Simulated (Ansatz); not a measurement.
# NaCdCl3 (model cell, started as cubic perovskite with Cd in the octahedra): a soft mode frozen in, part 2 of 3

Aim: this structure of NaCdCl3 (model cell, started as cubic perovskite with Cd in the octahedra) is to be tested for unstable modes, and one is followed downhill.

Ansatz 0.2.0; DFT r2SCAN, scalar-relativistic, plane waves, PAW; PAW set soft_1.

So far, highest frequency on the path or at a solved wavevector (cm⁻¹): step 2 (response at finite wavevector) 318. Also lowest frequency on the path (cm⁻¹): step 2 -92.8.

The structure was built from a prototype and need not be the compound's stable phase.

## Step 6: Relaxation from the frozen mode

Starting from the lowest point found, all atoms and the cell are let go, so that strain and other modes of the same symmetry can join in.

The input, input.yaml:

```yaml
crystal:
  lattice:
    - [5.169590516, 0.0, 0.0]
    - [0.0, 5.169590516, 0.0]
    - [0.0, 0.0, 5.169590516]
  atoms:
    - { symbol: Na, position: [-0.0670092071, 0.0670092071, 0.0670092071] }
    - { symbol: Cd, position: [0.4992900954, 0.5007099046, 0.5007099046] }
    - { symbol: Cl, position: [0.5205036966, 0.4794963034, -0.0047000659] }
    - { symbol: Cl, position: [0.5205036966, -0.0047000659, 0.4794963034] }
    - { symbol: Cl, position: [0.0047000659, 0.4794963034, 0.4794963034] }
kpoints:
  mp_grid: { grid: [6, 6, 6] }
hamiltonian:
  xc: r2scan
  pseudopotentials: { kind: paw, azcp: { folder: soft_1 } }
scf:
  occupations: { method: fixed }
output:
  forces: true
  stress: true
  eigenvalues: true
relax:
  adjacent_minimum: "off"
  f_tol: 0.002
  max_steps: 120
  cell: { stress_tol: 0.03 }
```

Command:

```
ansatz run input.yaml --threads 4 --pin off --max-ram 16384MiB --backend cpu --events-out ev --progress --plain --runs-dir out
```

Numbers of over 12 decimals in the logs are rounded to 6 here.

Log:

```text
[...]
Crystal: 5 atoms, lattice volume = 138.156 Å³
Basis set: ecut = 500 eV, 3431 PW (Γ), exchange–correlation on 160×160×160 points (64 copies of the dense FFT grid, shifted against one another)
Bands: 30, of which v1, the nominal top of the filled ones, is band 25 counted from 1 (24 counted from 0)
Symmetry: 6 space group operations
[...]
k-points: 32 of 216 (time reversal used)
[...]
SCF iter   1: F=—  HF=-13017.074558 eV  |F-HF|=—  |Δ(HF+E_count)|=         —  Δρ=6.71e-2  dr2=5.47e0  dr2_τ=1.34e-2  ethr=3.10e-3  ⟨swp⟩=5.0  Hψ=3522  notcnv=0  defer=89
[...]
SCF iter   9: F=-13015.028120 eV  HF=-13015.028120 eV  |F-HF|=6.13e-9  |Δ(HF+E_count)|=   7.35e-8  Δρ=1.82e-6  dr2=5.36e-9  dr2_τ=7.25e-10  ethr=2.00e-10  ⟨swp⟩=6.0  Hψ=4144  notcnv=0
SCF 1 converged in 9 iterations: F = -13015.028120 eV  dr2 = 5.36e-9
[...]
relax step   1: F+E_penalty+E_count = -13015.02811973 eV  Δ(F+E_penalty+E_count) = +0.000e0 eV  max|allowed force component| = 1.422e-1 eV/Å  Δτ_max = 0.0000 Å  P = +0.302 GPa  Ω = 138.156 Å³  (9 SCF iters, dr2 threshold 1.00e-7 eV, accepted)
Crystal: 5 atoms, lattice volume = 140.630 Å³
Basis set: ecut = 500 eV, 3575 PW (Γ), exchange–correlation on 160×160×160 points (64 copies of the dense FFT grid, shifted against one another)
[...]
iter 1 solved again at ethr=7.71e-5 eV; its pass at ethr=3.10e-3 eV (dr2=3.85e-2 eV) is discarded
[...]
SCF iter   7: F=-13015.054859 eV  HF=-13015.054859 eV  |F-HF|=1.09e-7  |Δ(HF+E_count)|=   1.67e-7  Δρ=5.60e-6  dr2=4.80e-8  dr2_τ=3.74e-9  ethr=1.00e-9  ⟨swp⟩=13.0  Hψ=5715  notcnv=0
SCF 2 converged in 7 iterations: F = -13015.054859 eV  dr2 = 4.80e-8
relax step   2: F+E_penalty+E_count = -13015.05485866 eV  Δ(F+E_penalty+E_count) = -2.674e-2 eV  max|allowed force component| = 1.332e-1 eV/Å  Δτ_max = 0.0891 Å  P = -0.185 GPa  Ω = 140.630 Å³  energy of the carried Pulay correction = -3.754e-4 eV  (7 SCF iters, dr2 threshold 5.00e-7 eV, accepted)
Crystal: 5 atoms, lattice volume = 140.751 Å³
Basis set: ecut = 500 eV, 3581 PW (Γ), exchange–correlation on 160×160×160 points (64 copies of the dense FFT grid, shifted against one another)
[...]
SCF iter   6: F=-13015.088570 eV  HF=-13015.088570 eV  |F-HF|=4.43e-8  |Δ(HF+E_count)|=   7.38e-8  Δρ=2.33e-5  dr2=4.86e-7  dr2_τ=8.01e-8  ethr=1.00e-9  ⟨swp⟩=14.5  Hψ=6258  notcnv=0
SCF 3 converged in 6 iterations: F = -13015.088570 eV  dr2 = 4.86e-7
relax step   3: F+E_penalty+E_count = -13015.08856963 eV  Δ(F+E_penalty+E_count) = -3.371e-2 eV  max|allowed force component| = 1.369e-1 eV/Å  Δτ_max = 0.1915 Å  P = +0.309 GPa  Ω = 140.751 Å³  energy of the carried Pulay correction = -3.936e-4 eV  (6 SCF iters, dr2 threshold 5.00e-7 eV, accepted)
[...]
relax step   4: F+E_penalty+E_count = -13015.09292433 eV  Δ(F+E_penalty+E_count) = -4.355e-3 eV  max|allowed force component| = 3.321e-2 eV/Å  Δτ_max = 0.0390 Å  P = +0.061 GPa  Ω = 142.102 Å³  energy of the carried Pulay correction = -5.955e-4 eV  (6 SCF iters, dr2 threshold 5.00e-7 eV, accepted)
[...]
relax step   5: F+E_penalty+E_count = -13015.09366712 eV  Δ(F+E_penalty+E_count) = -7.428e-4 eV  max|allowed force component| = 1.422e-2 eV/Å  Δτ_max = 0.0168 Å  P = +0.012 GPa  Ω = 142.114 Å³  energy of the carried Pulay correction = -5.973e-4 eV  (6 SCF iters, dr2 threshold 6.89e-8 eV, accepted)
[...]
relax step   6: F+E_penalty+E_count = -13015.09379417 eV  Δ(F+E_penalty+E_count) = -1.271e-4 eV  max|allowed force component| = 3.967e-3 eV/Å  Δτ_max = 0.0071 Å  P = -0.005 GPa  Ω = 142.240 Å³  energy of the carried Pulay correction = -6.160e-4 eV  (6 SCF iters, dr2 threshold 1.26e-8 eV, accepted)
[...]
relax step   7: F+E_penalty+E_count = -13015.09380512 eV  Δ(F+E_penalty+E_count) = -1.095e-5 eV  max|allowed force component| = 2.948e-4 eV/Å  Δτ_max = 0.0019 Å  P = +0.003 GPa  Ω = 142.224 Å³  energy of the carried Pulay correction = -6.136e-4 eV  (6 SCF iters, dr2 threshold 9.84e-10 eV, accepted)
[...]
SCF iter   8: F=-13015.094477 eV  HF=-13015.094477 eV  |F-HF|=7.28e-12  |Δ(HF+E_count)|=  1.27e-10  Δρ=2.35e-8  dr2=1.79e-12  dr2_τ=4.62e-14  ethr=1.00e-12  ⟨swp⟩=16.8  Hψ=6992  notcnv=0
SCF 8 converged in 8 iterations: F = -13015.094477 eV  dr2 = 1.79e-12
relax step   8: F+E_penalty+E_count = -13015.09447706 eV  Δ(F+E_penalty+E_count) = -6.719e-4 eV  max|allowed force component| = 2.891e-4 eV/Å  Δτ_max = 0.0000 Å  P = +0.005 GPa  Ω = 142.224 Å³  stress off target by 7.07e-3 GPa  SCF on the basis re-selected at this cell (its energy is not comparable with the rows above)  (8 SCF iters)
basis re-selected at this cell: Δ(F+E_penalty+E_count) = -6.719e-4 eV, ΔP = +0.003 GPa vs the last step (what re-selecting the basis moved, of the pressure what is left beyond the Pulay correction that the steps carried, after the strain that the cell walked since its last selection, with what the two solves' SCF thresholds leave and, on support functions, any second-order correction that the steps lacked; it is no m [...]
SCF converged after 8 iterations
Free energy (F): -13015.094477 eV
[...]
Internal energy: -13015.094477 eV  (E = F + TS)
E sigma→0 (E₀):  -13015.094477 eV
Fermi energy:    1.358083 eV
[...]
--- Forces (eV/Å), atoms counted from 1 ---
  atom   1  Na     0.00006049    -0.00006049    -0.00006049
  atom   2  Cd     0.00026943    -0.00026943    -0.00026943
  atom   3  Cl    -0.00002146     0.00002146     0.00028957
  atom   4  Cl    -0.00002146     0.00028957     0.00002146
  atom   5  Cl    -0.00028957     0.00002146     0.00002146
  max |Σ_I F_I| component: 2.58e-6 eV/Å
--- Stress (GPa, compression-positive) ---
        0.005475      -0.000795      -0.000795
       -0.000795       0.005475       0.000795
       -0.000795       0.000795       0.005475
  P = ⅓ Tr σ = 0.0055 GPa (0.055 kbar)
--- Band table (eV; the first three rows and the last of 32) ---
  k-point 0: bands = [... 21 lower, 0.5636, 0.6974, 0.7545, 0.7545, 3.9570, 6.5471, 10.1292, 10.1292, ... 1 higher]
  k-point 1: bands = [... 21 lower, 0.4984, 0.6438, 0.6609, 0.7416, 4.4711, 6.8014, 10.0023, 10.4119, ... 1 higher]
  k-point 2: bands = [... 21 lower, 0.3773, 0.5763, 0.5890, 0.7287, 5.6399, 7.4666, 9.4536, 11.0004, ... 1 higher]
  k-point 31: bands = [... 21 lower, 1.0923, 1.2352, 1.3581, 1.3581, 7.5592, 8.4664, 8.6335, 8.6335, ... 1 higher]
--- Relaxed structure (7 steps of the walk, 7 accepted, 1 SCFs on fresh bases) ---
  F+E_penalty+E_count = -13015.09447706 eV   max|allowed force component| = 2.891e-4 eV/Å   (the final SCF, on the basis selected at the relaxed cell)
  cell:  # Å, volume = 142.2241 Å³
    - [5.220499, -0.058597, -0.058597]
    - [-0.058597, 5.220499, 0.058597]
    - [-0.058597, 0.058597, 5.220499]
  atoms:
    - { symbol: Na, position: [-0.100835, 0.100835, 0.100835] }
    - { symbol: Cd, position: [0.505170, 0.494830, 0.494830] }
    - { symbol: Cl, position: [0.530316, 0.469684, -0.013021] }
    - { symbol: Cl, position: [0.530316, -0.013021, 0.469684] }
    - { symbol: Cl, position: [0.013021, 0.469684, 0.469684] }
```

It took 57 s on 4 threads of Arm Neoverse V2, shared host; peak memory 0.71 GiB.

Relaxation path:

| step | energy less that of the first step (eV) | largest force component (eV/Å) | pressure (GPa) | volume (Å³) |
| --- | --- | --- | --- | --- |
| 1 | 0.0000 | 0.1422 | 0.30 | 138.16 |
| 2 | -0.0267 | 0.1332 | -0.19 | 140.63 |
| 3 | -0.0604 | 0.1369 | 0.31 | 140.75 |
| 4 | -0.0648 | 0.0332 | 0.06 | 142.10 |
| 5 | -0.0655 | 0.0142 | 0.01 | 142.11 |
| 6 | -0.0657 | 0.0040 | 0.00 | 142.24 |
| 7 | -0.0657 | 0.0003 | 0.00 | 142.22 |
| 8* | -0.0664 | 0.0003 | 0.01 | 142.22 |

Relaxation steps marked * repeat the geometry before them on a plane-wave basis chosen anew for their cell, so energy and pressure can jump there.

Forces are held to the 6 operations that the run works with; a distortion that breaks them can't arise in this run.

| conventional cell, symmetrised | before | after | change |
| --- | --- | --- | --- |
| a (Å) | 7.311 | 7.300 | -0.1 % |
| b (Å) | 7.311 | 7.300 | -0.1 % |
| c (Å) | 8.954 | 9.245 | +3.3 % |
| volume (Å³/atom) | 27.63 | 28.44 | +2.9 % |

The atoms that moved most (Å, as changes of fractional coordinates times the final cell):

| atom | dx | dy | dz | length |
| --- | --- | --- | --- | --- |
| Na1 | -0.181 | 0.181 | 0.181 | 0.313 |
| Cl5 | 0.045 | -0.052 | -0.052 | 0.086 |
| Cl3 | 0.052 | -0.052 | -0.045 | 0.086 |
| Cl4 | 0.052 | -0.045 | -0.052 | 0.086 |
| Cd2 | 0.031 | -0.031 | -0.031 | 0.054 |

The relaxed structure:

```xyz
5
Lattice="5.2205 -0.0586 -0.0586 -0.0586 5.2205 0.0586 -0.0586 0.0586 5.2205" Properties=species:S:1:pos:R:3 pbc="T T T"
Na   -0.5382    0.5382    0.5382
Cd    2.5792    2.5827    2.5827
Cl    2.7418    2.4201   -0.0715
Cl    2.7418   -0.0715    2.4201
Cl    0.0129    2.4787    2.4787
```

Numbers from this step:

| Item | Value |
| --- | --- |
| pressure | 0.005475 GPa |
| gap on the k-mesh | 2.599 eV |
| volume per atom | 28.44 Å³ |

The distorted start has space group R3m; the relaxation ends in R3m.

## Step 7: The new phase in its own primitive cell

The relaxed structure is symmetrised, reduced to its primitive cell and relaxed tightly, as its phonons need.

input.yaml, the sections that differ from step 6:

```yaml
crystal:
  lattice:
    - [3.6500159529, 2.1073376929, 3.0817184366]
    - [-3.6500159529, 2.1073376929, 3.0817184366]
    - [0.0, -4.2146753859, 3.0817184366]
  atoms:
    - { symbol: Na, position: [0.8991651427, 0.8991651427, 0.8991651427] }
    - { symbol: Cd, position: [0.5051699682, 0.5051699682, 0.5051699682] }
    - { symbol: Cl, position: [0.5303163583, 0.01302052, 0.5303163583] }
    - { symbol: Cl, position: [0.01302052, 0.5303163583, 0.5303163583] }
    - { symbol: Cl, position: [0.5303163583, 0.5303163583, 0.01302052] }
relax:
  adjacent_minimum: "off"
  f_tol: 0.001
  max_steps: 60
  cell: { stress_tol: 0.01 }
# kpoints, hamiltonian, scf, output: as in step 6
```

Log:

```text
[...]
Crystal: 5 atoms, lattice volume = 142.224 Å³
Basis set: ecut = 500 eV, 3623 PW (Γ), exchange–correlation on 160×160×160 points (64 copies of the dense FFT grid, shifted against one another)
Bands: 30, of which v1, the nominal top of the filled ones, is band 25 counted from 1 (24 counted from 0)
Symmetry: 6 space group operations
[...]
cell:  # Å, volume = 142.2241 Å³
    - [3.650016, 2.107338, 3.081718]
    - [-3.650016, 2.107338, 3.081718]
    - [0.0, -4.214675, 3.081718]
  atoms:
    - { symbol: Na, position: [0.899165, 0.899165, 0.899165] }
    - { symbol: Cd, position: [0.505170, 0.505170, 0.505170] }
    - { symbol: Cl, position: [0.530316, 0.013021, 0.530316] }
    - { symbol: Cl, position: [0.013021, 0.530316, 0.530316] }
    - { symbol: Cl, position: [0.530316, 0.530316, 0.013021] }
[key lines of the parts left out:]
SCF converged after 6 iterations
Free energy (F): -13015.094477 eV
Fermi energy:    1.358081 eV
P = ⅓ Tr σ = 0.0055 GPa (0.055 kbar)
```

It took 16 s on 4 threads; peak memory 0.69 GiB; 63 s of CPU time.

Little changed from the start: no atom moved by 0.005 Å and no cell edge by 0.1 %.

Numbers from this step:

```yaml
direct_gap_on_mesh: 3.203 eV
```

The largest force component left is 0.47 meV/Å and the pressure is 0.005 GPa, within the tolerances set. The cell now holds 28.44 Å³/atom.

(Part 2 of 3 ends here.)

[Logs are printed without paths, hosts, clocks, repeated set-up lines and the standing remarks that a program may print on its own settings, such as how far it seeks lower states.]

[Hosts, paths, dates, database ids (printed as entryN), source tags and the programs' standing remarks are cut or masked in the printed files.]
